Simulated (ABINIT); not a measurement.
## BAs (F-43m): a self-consistent loop beyond G0W0, cycle by cycle

Aim: iterate the self-energy on BAs (F-43m) and follow the gap from cycle to cycle.

Calculated with ABINIT 10.8.3; LDA and many-body steps on it, plane waves.

**Experimental background.**

- Gap 2.02 eV: indirect gap from square root of absorption coefficient, average of three samples; transmission and reflection spectroscopy; 300 K; bulk crystal (CVT-grown platelets about 10 um thick) (“Optical properties of cubic boron arsenide”, 2019, arxiv:1911.04914).

- Gap 4.12 eV: direct gap from square of absorption coefficient, average of two samples; spectroscopic ellipsometry; 300 K; bulk crystal (CVT-grown opaque bulk crystals) (“Optical properties of cubic boron arsenide”, 2019, arxiv:1911.04914).

- Gap 1.82 eV: indirect optical gap from absorption edge; UV-visible absorption; 300 K; bulk crystal (single crystal grown by chemical vapor transport) (“Basic Physical Properties of Cubic Boron Arsenide”, 2019, arxiv:1911.11281).

This is a report of a sequence of runs, with most program output left out.

## 1. The structure

The structure is cubic, space group F-43m (No. 216). The conventional cell has a = 4.777 Å, b = 4.777 Å, c = 4.777 Å, α = 90.00°, β = 90.00°, γ = 90.00°. Nearest to B lie 4 As at 2.07 Å. As has 4 B at 2.07 Å nearest. Farther neighbours are not listed.

The cell and positions come from the Crystallography Open Database and are kept as given unless a step says otherwise.

## 2. Empty states on the mesh, 4×4×4 mesh, 46 bands

This step: ABINIT 10.8.3; DFT, LDA, plane waves, norm-conserving pseudopotentials.

The sums over transitions need many empty states on a uniform mesh; this step solves for them.

Contents of run.abi:

```
acell 3*1.0 Angstrom
rprim 
  -0.000000000000 2.388500000000 2.388500000000
  2.388500000000 -0.000000000000 2.388500000000
  2.388500000000 2.388500000000 -0.000000000000
ntypat 2
znucl 5 33
natom 2
typat 1 2
xred 
  0.000000000000 0.000000000000 0.000000000000
  0.250000000000 0.250000000000 0.250000000000
pp_dirpath "pseudos"
pseudos "B.upf, As.upf"
ecut 34
ngkpt 4 4 4
nshiftk 1
shiftk 0 0 0
kptopt 1
chksymbreak 0
iscf -2
irdden 1
istwfk *1
nband 46
nbdbuf 4
tolwfr 1e-09
nstep 60
prtvol 0
indata_prefix "in"
outdata_prefix "out"
tmpdata_prefix "tmp"
```

The run is started by

```console
> OMP_NUM_THREADS=1 mpirun -n 4 abinit run.abi > log
```

The job ended after 5.8 s (4 MPI ranks of Arm Neoverse V2, shared host; peak memory 0.25 GiB; 23 s of CPU time).

Numbers from this step:

- gap: 1.352 eV
- k of the valence top: 0, 0, 0
- k of the conduction bottom: 0.5, 0.5, 0
- least direct gap: 3.265 eV
- k points computed: 8
- lowest point of the top converged band, above the valence top: 53.2464 eV

On this mesh the gap is 1.352 eV.

The density comes from a self-consistent run that is not shown.

## 3. Screening, 4×4×4 mesh, 42 bands, screening to 130.6 eV

The RPA dielectric matrix is built and inverted for each q.

This step: RPA screening on LDA, plane waves, norm-conserving pseudopotentials.

Edit run.abi of step 2 so:

```diff
@@ -20,10 +20,11 @@
 chksymbreak 0
-iscf -2
-irdden 1
 istwfk *1
-nband 46
-nbdbuf 4
-tolwfr 1e-09
-nstep 60
-prtvol 0
+occopt 1
+irdwfk 1
+optdriver 3
+nband 42
+ecuteps 4.8
+inclvkb 2
+awtr 1
+symchi 1
 indata_prefix "in"
```

The job ended after 4.7 s (4 MPI ranks; peak memory 0.4 GiB).

This step gave:

```
ε∞ with local fields, on this mesh, along the program's q direction : 14.12
the same without local fields                                       : 15.47
plasma frequency                                                    : 30.18 eV
plane waves in the screening matrix                                 : 89
```

Local fields lower ε∞ by 9 %. On a Γ-centred mesh this coarse the value itself is usually too large, while a short band sum pulls it down.

## 4. G0W0

The self-energy is evaluated for the states that the input lists, and the levels follow from it, in one-shot runs by the linearised quasiparticle equation.

This step: G0W0 on LDA, plane waves, norm-conserving pseudopotentials.

Edit run.abi of step 3 so:

```diff
@@ -23,8 +23,17 @@
 irdwfk 1
-optdriver 3
+optdriver 4
 nband 42
+gwcalctyp 0
+ecutsigx 34
+symsigma 1
+nkptgw 2
+kptgw 
+  0.0000000000 0.0000000000 0.0000000000
+  0.5000000000 0.5000000000 0.0000000000
+bdgw 
+  7 12
+  8 11
 ecuteps 4.8
-inclvkb 2
-awtr 1
-symchi 1
+irdscr 1
+ppmodel 1
 indata_prefix "in"
```

Run time: 2.5 s. Hardware: 4 MPI ranks; peak memory 0.12 GiB.

Numbers from this step:

| Quantity | Value |
| --- | --- |
| G0W0 gap on the points computed | 2.268 eV |
| starting gap on the mesh | 1.352 eV |
| k of the valence top | 0, 0, 0 |
| k of the conduction bottom | 0.5, 0.5, 0 |
| Z at the valence top | 0.806 |
| Z at the conduction bottom | 0.82 |
| least direct G0W0 gap on the computed points | 4.097 eV |

The gap on the mesh goes from 1.35 eV to 2.27 eV, a correction of +0.92 eV.

## 5. evGW0, cycle 1

This step: evGW0 on LDA, plane waves, norm-conserving pseudopotentials.

Edit run.abi of step 4 so:

```diff
@@ -25,12 +25,24 @@
 nband 42
-gwcalctyp 0
+gwcalctyp 10
 ecutsigx 34
 symsigma 1
-nkptgw 2
+nkptgw 8
 kptgw 
   0.0000000000 0.0000000000 0.0000000000
+  0.2500000000 0.0000000000 0.0000000000
+  0.5000000000 0.0000000000 0.0000000000
+  0.2500000000 0.2500000000 0.0000000000
+  0.5000000000 0.2500000000 0.0000000000
+  -0.2500000000 0.2500000000 0.0000000000
   0.5000000000 0.5000000000 0.0000000000
+  -0.2500000000 0.5000000000 0.2500000000
 bdgw 
-  7 12
-  8 11
+  1 13
+  1 13
+  1 13
+  1 13
+  1 13
+  1 13
+  1 13
+  1 13
 ecuteps 4.8
```

The job ended after 14 s (4 MPI ranks; peak memory 0.68 GiB; 56 s of CPU time).

This step gave:

* quasiparticle gap on the mesh: 2.475 eV
* gap of the density functional on the mesh: 1.352 eV
* k of the valence top: 0, 0, 0
* k of the conduction bottom: 0.5, 0.5, 0
* Z at the valence top: 0.806
* Z at the conduction bottom: 0.82
* least direct quasiparticle gap on the computed points: 4.296 eV

Against G0W0 in ABINIT (4×4×4 mesh, 42 bands, screening to 130.6 eV, Godby-Needs plasmon pole), the gap moves by +0.207 eV. This first cycle still uses the starting levels; it takes the full correction, at all points of the mesh, and its linearised value is 2.268 eV.

## 6. evGW0, cycle 2

The corrected levels of the last cycle go back in.

Edit run.abi of step 5 so:

```diff
@@ -50,2 +50,3 @@
 ppmodel 1
+irdqps 1
 indata_prefix "in"
```

Run time: 14 s. Hardware: 4 MPI ranks; peak memory 0.68 GiB; 56 s of CPU time.

Numbers from this step:

```
quasiparticle gap on the mesh                         : 2.369 eV
gap of the density functional on the mesh             : 1.352 eV
k of the valence top                                  : 0, 0, 0
k of the conduction bottom                            : 0.5, 0.5, 0
least direct quasiparticle gap on the computed points : 4.198 eV
```

Against the cycle before, the gap moves by −0.106 eV.

## 7. evGW0, cycle 3

run.abi is that of step 6.

Run time: 14 s. Hardware: 4 MPI ranks; peak memory 0.68 GiB.

This step gave:

- quasiparticle gap on the mesh: 2.378 eV
- gap of the density functional on the mesh: 1.352 eV
- k of the valence top: 0, 0, 0
- k of the conduction bottom: 0.5, 0.5, 0
- least direct quasiparticle gap on the computed points: 4.206 eV

Against the cycle before, the gap moves by +0.009 eV.

## 8. Screening, 4×4×4 mesh, 42 bands, screening to 130.6 eV

This step: RPA screening on LDA, plane waves, norm-conserving pseudopotentials.

Contents of run.abi:

```
acell 3*1.0 Angstrom
rprim 
  -0.000000000000 2.388500000000 2.388500000000
  2.388500000000 -0.000000000000 2.388500000000
  2.388500000000 2.388500000000 -0.000000000000
ntypat 2
znucl 5 33
natom 2
typat 1 2
xred 
  0.000000000000 0.000000000000 0.000000000000
  0.250000000000 0.250000000000 0.250000000000
pp_dirpath "pseudos"
pseudos "B.upf, As.upf"
ecut 34
ngkpt 4 4 4
nshiftk 1
shiftk 0 0 0
kptopt 1
chksymbreak 0
istwfk *1
occopt 1
irdwfk 1
optdriver 3
nband 42
ecuteps 4.8
inclvkb 2
awtr 1
symchi 1
gwcalctyp 10
mbpt_sciss 1.259 eV
nqptdm 1
qptdm 
  0 0 0
indata_prefix "in"
outdata_prefix "out"
tmpdata_prefix "tmp"
```

Wall time 2.1 s (4 MPI ranks); peak memory 0.11 GiB; 8.2 s of CPU time.

Numbers from this step:

```
ε∞ with local fields, on this mesh, along the program's q direction : 11.59
the same without local fields                                       : 12.53
plasma frequency                                                    : 30.18 eV
plane waves in the screening matrix                                 : 89
```

This screening uses the functional's bands under a rigid shift, the mean opening of the cycle before.

## 9. Screening, 4×4×4 mesh, 42 bands, screening to 130.6 eV

This step: RPA screening on LDA from quasiparticle energies, plane waves, norm-conserving pseudopotentials.

Edit run.abi of step 8 so:

```diff
@@ -29,7 +29,13 @@
 symchi 1
+irdqps 1
 gwcalctyp 10
-mbpt_sciss 1.259 eV
-nqptdm 1
+nqptdm 7
 qptdm 
-  0 0 0
+  0.2500000000 0.0000000000 0.0000000000
+  0.5000000000 0.0000000000 0.0000000000
+  0.2500000000 0.2500000000 0.0000000000
+  0.5000000000 0.2500000000 0.0000000000
+  -0.2500000000 0.2500000000 0.0000000000
+  0.5000000000 0.5000000000 0.0000000000
+  -0.2500000000 0.5000000000 0.2500000000
 indata_prefix "in"
```

Contents of mrgscr.stdin:

```
2
merged
q0_SCR
out_SCR
1
```

The run is started by

```console
> OMP_NUM_THREADS=1 mpirun -n 4 abinit run.abi > log; mrgscr < mrgscr.stdin
```

Wall time 4.4 s (4 MPI ranks); peak memory 0.38 GiB.

This step gave:

- plasma frequency: 30.18 eV
- plane waves in the screening matrix: 89

This screening reads the quasiparticle levels of the cycle before.

## 10. evGW, cycle 1

This step: evGW on LDA, plane waves, norm-conserving pseudopotentials.

Edit run.abi of step 9 so:

```diff
@@ -23,12 +23,10 @@
 irdwfk 1
-optdriver 3
+optdriver 4
 nband 42
-ecuteps 4.8
-inclvkb 2
-awtr 1
-symchi 1
-irdqps 1
 gwcalctyp 10
-nqptdm 7
-qptdm 
+ecutsigx 34
+symsigma 1
+nkptgw 8
+kptgw 
+  0.0000000000 0.0000000000 0.0000000000
   0.2500000000 0.0000000000 0.0000000000
@@ -40,2 +38,15 @@
   -0.2500000000 0.5000000000 0.2500000000
+bdgw 
+  1 13
+  1 13
+  1 13
+  1 13
+  1 13
+  1 13
+  1 13
+  1 13
+ecuteps 4.8
+irdscr 1
+ppmodel 1
+irdqps 1
 indata_prefix "in"
```

The run is started by

```console
> OMP_NUM_THREADS=1 mpirun -n 4 abinit run.abi > log
```

Run time: 14 s. Hardware: 4 MPI ranks; peak memory 0.68 GiB; 57 s of CPU time.

This step gave:

| Property | Result |
| --- | --- |
| quasiparticle gap on the mesh | 2.501 eV |
| gap of the density functional on the mesh | 1.352 eV |
| k of the valence top | 0, 0, 0 |
| k of the conduction bottom | 0.5, 0.5, 0 |
| least direct quasiparticle gap on the computed points | 4.339 eV |

Against G0W0 in ABINIT (4×4×4 mesh, 42 bands, screening to 130.6 eV, Godby-Needs plasmon pole), the gap moves by +0.233 eV.

## 11. Screening, 4×4×4 mesh, 42 bands, screening to 130.6 eV

This step: RPA screening on LDA, plane waves, norm-conserving pseudopotentials.

Contents of run.abi:

```
acell 3*1.0 Angstrom
rprim 
  -0.000000000000 2.388500000000 2.388500000000
  2.388500000000 -0.000000000000 2.388500000000
  2.388500000000 2.388500000000 -0.000000000000
ntypat 2
znucl 5 33
natom 2
typat 1 2
xred 
  0.000000000000 0.000000000000 0.000000000000
  0.250000000000 0.250000000000 0.250000000000
pp_dirpath "pseudos"
pseudos "B.upf, As.upf"
ecut 34
ngkpt 4 4 4
nshiftk 1
shiftk 0 0 0
kptopt 1
chksymbreak 0
istwfk *1
occopt 1
irdwfk 1
optdriver 3
nband 42
ecuteps 4.8
inclvkb 2
awtr 1
symchi 1
gwcalctyp 10
mbpt_sciss 1.424 eV
nqptdm 1
qptdm 
  0 0 0
indata_prefix "in"
outdata_prefix "out"
tmpdata_prefix "tmp"
```

Run time: 2.1 s. Hardware: 4 MPI ranks; peak memory 0.11 GiB; 8.2 s of CPU time.

Numbers from this step:

```
ε∞ with local fields, on this mesh, along the program's q direction : 11.33
the same without local fields                                       : 12.23
plasma frequency                                                    : 30.18 eV
plane waves in the screening matrix                                 : 89
```

This screening uses the functional's bands under a rigid shift, the mean opening of the cycle before.

## 12. Screening, 4×4×4 mesh, 42 bands, screening to 130.6 eV

This step: RPA screening on LDA from quasiparticle energies, plane waves, norm-conserving pseudopotentials.

Edit run.abi of step 11 so:

```diff
@@ -29,7 +29,13 @@
 symchi 1
+irdqps 1
 gwcalctyp 10
-mbpt_sciss 1.424 eV
-nqptdm 1
+nqptdm 7
 qptdm 
-  0 0 0
+  0.2500000000 0.0000000000 0.0000000000
+  0.5000000000 0.0000000000 0.0000000000
+  0.2500000000 0.2500000000 0.0000000000
+  0.5000000000 0.2500000000 0.0000000000
+  -0.2500000000 0.2500000000 0.0000000000
+  0.5000000000 0.5000000000 0.0000000000
+  -0.2500000000 0.5000000000 0.2500000000
 indata_prefix "in"
```

mrgscr.stdin is that of step 9.

The run is started by

```console
> OMP_NUM_THREADS=1 mpirun -n 4 abinit run.abi > log; mrgscr < mrgscr.stdin
```

Run time: 4.4 s. Hardware: 4 MPI ranks; peak memory 0.38 GiB.

This step gave:

```yaml
plasma_frequency: 30.18 eV
plane_waves_in_the_screening_matrix: 89
```

This screening reads the quasiparticle levels of the cycle before.

## 13. evGW, cycle 2

This step: evGW on LDA, plane waves, norm-conserving pseudopotentials.

Edit run.abi of step 12 so:

```diff
@@ -23,12 +23,10 @@
 irdwfk 1
-optdriver 3
+optdriver 4
 nband 42
-ecuteps 4.8
-inclvkb 2
-awtr 1
-symchi 1
-irdqps 1
 gwcalctyp 10
-nqptdm 7
-qptdm 
+ecutsigx 34
+symsigma 1
+nkptgw 8
+kptgw 
+  0.0000000000 0.0000000000 0.0000000000
   0.2500000000 0.0000000000 0.0000000000
@@ -40,2 +38,15 @@
   -0.2500000000 0.5000000000 0.2500000000
+bdgw 
+  1 13
+  1 13
+  1 13
+  1 13
+  1 13
+  1 13
+  1 13
+  1 13
+ecuteps 4.8
+irdscr 1
+ppmodel 1
+irdqps 1
 indata_prefix "in"
```

The run is started by

```console
> OMP_NUM_THREADS=1 mpirun -n 4 abinit run.abi > log
```

Run time: 15 s. Hardware: 4 MPI ranks; peak memory 0.68 GiB; 58 s of CPU time.

This step gave:

```
quasiparticle gap on the mesh                         : 2.508 eV
gap of the density functional on the mesh             : 1.352 eV
k of the valence top                                  : 0, 0, 0
k of the conduction bottom                            : 0.5, 0.5, 0
least direct quasiparticle gap on the computed points : 4.346 eV
```

Against the cycle before, the gap moves by +0.007 eV.

## 14. The runs together

Times are wall times on 4 MPI ranks of Arm Neoverse V2, shared host, good to a factor of about two. A run's time includes the screening step that it read.

```tsv
run	mesh	bands	screening cutoff (eV)	DFT gap (eV)	gap on the mesh (eV)	direct (eV)	ε∞ used	time
G0W0	4×4×4	42	130.6	1.352	2.268	4.097	14.12	7.2 s
evGW0, cycle 1	4×4×4	42	130.6	1.352	2.475	4.296	14.12	19 s
evGW0, cycle 2	4×4×4	42	130.6	1.352	2.369	4.198	14.12	19 s
evGW0, cycle 3	4×4×4	42	130.6	1.352	2.378	4.206	14.12	19 s
evGW, cycle 1	4×4×4	42	130.6	1.352	2.501	4.339	11.59	21 s
evGW, cycle 2	4×4×4	42	130.6	1.352	2.508	4.346	11.33	21 s
```

## 15. Outcome

| Property | Result |
| --- | --- |
| G0W0 | 2.268 eV |
| evGW0, cycle 1 | 2.475 eV |
| evGW0, cycle 2 | 2.369 eV |
| evGW0, cycle 3 | 2.378 eV |
| evGW, cycle 1 | 2.501 eV |
| evGW, cycle 2 | 2.508 eV |
| known limits | not at the basis limit; exchange with frozen shells missing; no spin-orbit coupling; coarse k mesh |

**Reading.** Only the bands that the input lists are updated; the others, empty or deep, keep the functional's energies or take a rigid shift. The evGW loop starts from the last levels of evGW0, so its cycles and time come on top of those. evGW0 ends at 2.38 eV, +0.11 eV from G0W0, after 3 cycles that took 43 s beside the first screening; the last moved the gap by 0.009 eV. evGW ends at 2.51 eV, +0.24 eV from G0W0, after 2 cycles that took 42 s beside the first screening; the last moved the gap by 0.007 eV. The first cycle of evGW0 takes the full correction, without the factor Z, so it overshoots the one-shot value. Against experiment, by evGW, cycle 2: the gap of 2.51 eV lies +0.49 eV from the measured 2.02 eV (indirect, 300 K, 2019); the direct gap of 4.35 eV lies +0.23 eV from the measured 4.12 eV (direct, 300 K, 2019); the gap of 2.51 eV lies +0.69 eV from the measured 1.82 eV (indirect, 300 K, 2019). An exciton line or allowed optical edge lies below the quasiparticle gap by the binding energy; a forbidden edge can push the onset above it. These are gaps on the mesh, at modest bands and cutoff. The calculation has static nuclei and no excitons; a measured gap holds zero-point and thermal motion, which mostly lowers it. Bands and cutoff are finite, so the gap is not at the basis limit. The miss can reach some tenths of an eV and take either sign; the mesh is an error of its own. A denser mesh or path gives a starting gap of 1.16 eV: the GW mesh misses a band edge, so its gaps are not the fundamental one. The 4×4×4 mesh is coarse for this cell, which bears on the long-range parts of exchange and screening. The norm-conserving file of at least one element keeps a d shell over frozen s and p shells of the same row. Exchange with those shells is missing from the self-energy, an error of 0.3 to 0.9 eV in cases checked, whose sign depends on which edge lies on those atoms. In the updated screening the q = 0 part is built from Kohn-Sham bands under a rigid shift, the other q from the quasiparticle levels. The many-body steps are scalar-relativistic: spin-orbit coupling is not in them.

[Paths, hosts, dates, memory and timing lines, banners, echoed tables and standing remarks are left out of the program output.]

[Logs are printed without paths, hosts, clocks, repeated set-up lines and the standing remarks that a program may print on its own settings, such as how far it seeks lower states.]

[Runs of the session that timed out or met a known fault of the program may be left out.]

[Hosts, paths, dates, database ids (printed as entryN), source tags and the programs' standing remarks are cut or masked in the printed files.]

[G0W0 gaps are taken among the corrected bands and points alone; a level outside them can change the order at an edge.]

[Where Ansatz stands beside ABINIT at settings called matched, ABINIT's density can come from a denser mesh and the files from another edition; pairs whose starting gaps differed by over 0.03 eV were left out, so agreement reads better than it is.]
